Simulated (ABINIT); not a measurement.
# A GW chain in ABINIT: Ca2FeH6 (Fm-3m), part 3 of 3

Aim: the G0W0 gap of Ca2FeH6 (Fm-3m) on LDA, step by step.

ABINIT 10.8.3; LDA and many-body steps on it, plane waves. Known limits of the many-body steps: not at the basis limit; no spin polarisation; d states lean on the start; coarse k mesh.

So far. Step 4 (Empty states on the mesh, 2×2×2 mesh, 83 bands): On this mesh the gap is 1.215 eV. Step 5 (Screening, 2×2×2 mesh, 77 bands, screening to 106.1 eV): Local fields lower ε∞ by 15 %. On a Γ-centred mesh this coarse the value itself is usually too large, while a short band sum pulls it down.

### 6. Self-energy, 2×2×2 mesh, 77 bands, screening to 106.1 eV

The self-energy is evaluated for the states that the input lists, and the levels follow from it, in one-shot runs by the linearised quasiparticle equation.

This step: G0W0 on LDA, plane waves, norm-conserving pseudopotentials.

run.abi

```
acell 3*1.0 Angstrom
rprim 
  0.000000000000 3.496077550000 3.496077550000
  3.496077550000 0.000000000000 3.496077550000
  3.496077550000 3.496077550000 0.000000000000
ntypat 3
znucl 20 26 1
natom 9
typat 1 1 2 3 3 3 3 3 3
xred 
  0.250000000000 0.250000000000 0.250000000000
  0.750000000000 0.750000000000 0.750000000000
  0.000000000000 0.000000000000 0.000000000000
  0.771967350000 0.228032650000 0.228032650000
  0.228032650000 0.771967350000 0.771967350000
  0.228032650000 0.771967350000 0.228032650000
  0.771967350000 0.228032650000 0.771967350000
  0.228032650000 0.228032650000 0.771967350000
  0.771967350000 0.771967350000 0.228032650000
pp_dirpath "pseudos"
pseudos "Ca.upf, Fe.upf, H.upf"
ecut 39
ngkpt 2 2 2
nshiftk 1
shiftk 0 0 0
kptopt 1
chksymbreak 0
istwfk *1
occopt 1
irdwfk 1
optdriver 4
nband 77
gwcalctyp 0
ecutsigx 39
symsigma 1
nkptgw 2
kptgw 
  0.5000000000 0.5000000000 0.0000000000
  0.0000000000 0.0000000000 0.0000000000
bdgw 
  20 23
  19 23
ecuteps 3.9
irdscr 1
ppmodel 1
indata_prefix "in"
outdata_prefix "out"
tmpdata_prefix "tmp"
```

Started as:

```
> OMP_NUM_THREADS=1 mpirun -n 4 abinit run.abi > log
```

Numbers of over 12 decimals in the logs are rounded to 6 here.

Log:

```text
.Version 10.8.3 of ABINIT. v10.8.2 released Aug 2026.

 Symmetries : space group Fm -3 m (#225); Bravais cF (face-center cubic)
[... echo of the input left out ...]
== DATASET  1 ==================================================================
-   mpi_nproc: 4, omp_nthreads: 1 (-1 if OMP is not activated)

--- !DatasetInfo
iteration_state: {dtset: 1, }
dimensions: {natom: 9, nkpt: 3, mband: 77, nsppol: 1, nspinor: 1, nspden: 1, mpw: 6754, }
cutoff_energies: {ecut:  39.0, pawecutdg:  -1.0, }
electrons: {nelect:   4.20000000E+01, charge:   0.00000000E+00, occopt:   1.00000000E+00, tsmear:   1.00000000E-02, }

 SIGMA: Calculation of the GW corrections

 Based on a program developped by R.W. Godby, V. Olevano, G. Onida, and L. Reining.
 Incorporated in ABINIT by V. Olevano, G.-M. Rignanese, and M. Torrent.
.Using double precision arithmetic ; gwpc =  8

[... cell and pseudopotentials left out ...]
--------------------------------------------------------------------------------

 ==== K-mesh for the wavefunctions ====
 Number of points in the irreducible wedge :     3
[... list of points left out ...]
 Together with 48 symmetry operations and time-reversal symmetry
 yields     8 points in the full Brillouin Zone.

 ==== Q-mesh for screening function ====
 Number of points in the irreducible wedge :     3
[... list of points left out ...]
 Together with 48 symmetry operations and time-reversal symmetry
 yields     8 points in the full Brillouin Zone.

 vcoul_init : cutoff-mode = AUXILIARY_FUNCTION
 q-points for optical limit:   1
     1)      0.000010    0.000020    0.000030
 setmesh: FFT mesh size selected  =    54x   54x   54
          total number of points  =       157464

 Number of electrons calculated from density =   42.0000; Expected =   42.0000
 average of density, n =  0.072825
 r_s =    1.4855
 omega_plasma =   26.0313 [eV]

 === KS Band Gaps ===
  >>>> For spin  1
   Minimum direct gap =   1.2148 [eV], located at k-point      :   0.5000  0.5000  0.0000
   Fundamental gap    =   1.2148 [eV], Top of valence bands at :   0.5000  0.5000  0.0000
                                       Bottom of conduction at :   0.5000  0.5000  0.0000
 SIGMA fundamental parameters:
 PLASMON POLE MODEL  1
 number of plane-waves for SigmaX                 6735
 number of plane-waves for SigmaC and W            181
 number of plane-waves for wavefunctions          6735
 number of bands                                    77
 number of independent spin polarizations            1
 number of spinorial components                      1
 number of k-points in IBZ                           3
 number of q-points in IBZ                           3
 number of symmetry operations                      48
 number of k-points in BZ                            8
 number of q-points in BZ                            8
 number of frequencies for dSigma/dE                 9
 frequency step for dSigma/dE [eV]                0.25
 number of omega for Sigma on real axis              0
 max omega for Sigma on real axis  [eV]           0.00
 zcut for avoiding poles [eV]                     0.10

 EPSILON^-1 parameters (SCR file):
 dimension of the eps^-1 matrix on file            181
 dimension of the eps^-1 matrix used               181
 number of plane-waves for wavefunctions          6735
 number of bands                                    77
 number of q-points in IBZ                           3
 number of frequencies                               2
 number of real frequencies                          1
 number of imag frequencies                          1

 matrix elements of self-energy operator (all in [eV])

 Perturbative Calculation

--- !SelfEnergy_ee
iteration_state: {dtset: 1, }
kpoint     : [   0.500,    0.500,    0.000, ]
spin       : 1
KS_gap     :    1.215
QP_gap     :    2.357
Delta_QP_KS:    1.142
data: !SigmaeeData |
     Band     E0 <VxcDFT>   SigX SigC(E0)      Z dSigC/dE  Sig(E)    E-E0       E
       20   4.782 -24.523 -29.139   5.605   0.723  -0.382 -23.807   0.716   5.498
       21   4.782 -24.523 -29.139   5.605   0.723  -0.382 -23.807   0.716   5.498
       22   5.997 -20.625 -14.561  -3.653   0.771  -0.298 -18.767   1.858   7.854
       23   7.631 -12.800  -6.297  -3.907   0.822  -0.217 -10.666   2.134   9.765

--- !SelfEnergy_ee
iteration_state: {dtset: 1, }
kpoint     : [   0.000,    0.000,    0.000, ]
spin       : 1
KS_gap     :    2.759
QP_gap     :    4.253
Delta_QP_KS:    1.494
data: !SigmaeeData |
     Band     E0 <VxcDFT>   SigX SigC(E0)      Z dSigC/dE  Sig(E)    E-E0       E
       19   4.716 -24.137 -28.835   5.593   0.724  -0.381 -23.489   0.649   5.365
       20   4.716 -24.137 -28.835   5.593   0.724  -0.381 -23.489   0.649   5.365
       21   4.716 -24.137 -28.835   5.593   0.724  -0.381 -23.489   0.649   5.365
       22   7.475 -19.325 -12.293  -4.280   0.779  -0.285 -17.183   2.143   9.618
       23   7.475 -19.325 -12.293  -4.280   0.779  -0.285 -17.183   2.143   9.618

== END DATASET(S) ==============================================================
================================================================================

 -outvars: echo values of variables after computation  --------
           etotal      0.0000000000E+00
            nband          77
             nkpt           3
          spgroup         225
 [... the other variables as echoed above ...]

 Calculation completed.
```

Wall time 4.2 s (4 MPI ranks of Arm Neoverse V2, shared host); peak memory 0.81 GiB.

This step gave:

```
G0W0 gap on the points computed              : 2.356 eV
starting gap on the mesh                     : 1.215 eV
k of the valence top                         : 0.5, 0.5, 0
k of the conduction bottom                   : 0.5, 0.5, 0
Z at the valence top                         : 0.723
Z at the conduction bottom                   : 0.771
least direct G0W0 gap on the computed points : 2.356 eV
```

The gap on the mesh goes from 1.21 eV to 2.36 eV, a correction of +1.14 eV.

Limits: finite bands, cutoff and mesh; no spin polarisation; d states lean on the start; coarse k mesh. v1 is the top filled band, c1 the lowest empty one. The levels before and after the correction (eV, zero at the valence-band top of each column):

|  | conduction bottom | valence top |
| --- | --- | --- |
| Kohn-Sham | 1.21 | 0.00 |
| G0W0 | 2.36 | 0.00 |

|  | level | energy (eV) |
| --- | --- | --- |
| Kohn-Sham | (0.5 0.5 0) v2-v1 | 0.000 |
| Kohn-Sham | (0.5 0.5 0) c1 | 1.215 |
| Kohn-Sham | (0.5 0.5 0) c2 | 2.849 |
| G0W0 | (0.5 0.5 0) v2-v1 | 0.000 |
| G0W0 | (0.5 0.5 0) c1 | 2.356 |
| G0W0 | (0.5 0.5 0) c2 | 4.267 |

### 7. Where the time went

Times are wall times on 4 MPI ranks of Arm Neoverse V2, shared host, good to a factor of about two.

| step | time | share | memory (GiB) |
| --- | --- | --- | --- |
| ground state | 44 s | 36 % | 0.43 |
| bands along the symmetry lines | 48 s | 39 % | 0.37 |
| empty states on the mesh | 17 s | 14 % | 0.33 |
| screening | 8 s | 7 % | 0.94 |
| self-energy | 4.2 s | 3 % | 0.81 |

### 8. Outcome

```
LDA gap              : 1.21 eV, indirect (only 9 meV under the direct gap)
G0W0 gap on the mesh : 2.36 eV
GW settings          : 2×2×2 mesh, 77 bands, screening to 106.1 eV, Godby-Needs plasmon pole
known limits         : not at the basis limit; no spin polarisation; d states lean on the start; coarse k mesh
```

G0W0 moves the gap on the mesh from 1.21 eV to 2.36 eV (+1.14 eV), with Z of 0.72 and 0.77 at the edges. Local fields lower the RPA ε∞ on this mesh from 5.92 to 5.06; a Γ-centred mesh this coarse tends to raise both, most where the direct gap is narrow, while a short band sum lowers them. Only 2 of the mesh's irreducible points were corrected, so a valley elsewhere could overtake. Bands and cutoff are finite, so the gap is not at the basis limit. The miss can reach some tenths of an eV and take either sign; the mesh is an error of its own. In the G0W0 run levels were corrected at 2 k points alone, so a gap called «on the mesh» is the least over those, and an edge elsewhere would be missed. The 2×2×2 mesh is coarse for this cell, which bears on the long-range parts of exchange and screening. The runs have no spin polarisation. For a closed low-spin shell that is the natural state; where a d or f shell is open it is a constraint, and the gap is then not the crystal's own. With d states at the gap, one-shot GW leans hard on its start.

[Paths, hosts, dates, memory and timing lines, banners, echoed tables and standing remarks are left out of the program output.]

[Logs are printed without paths, hosts, clocks, repeated set-up lines and the standing remarks that a program may print on its own settings, such as how far it seeks lower states.]

[Runs of the session that timed out or met a known fault of the program may be left out.]

[Hosts, paths, dates, database ids (printed as entryN), source tags and the programs' standing remarks are cut or masked in the printed files.]

[G0W0 gaps are taken among the corrected bands and points alone; a level outside them can change the order at an edge.]

[Where Ansatz stands beside ABINIT at settings called matched, ABINIT's density can come from a denser mesh and the files from another edition; pairs whose starting gaps differed by over 0.03 eV were left out, so agreement reads better than it is.]
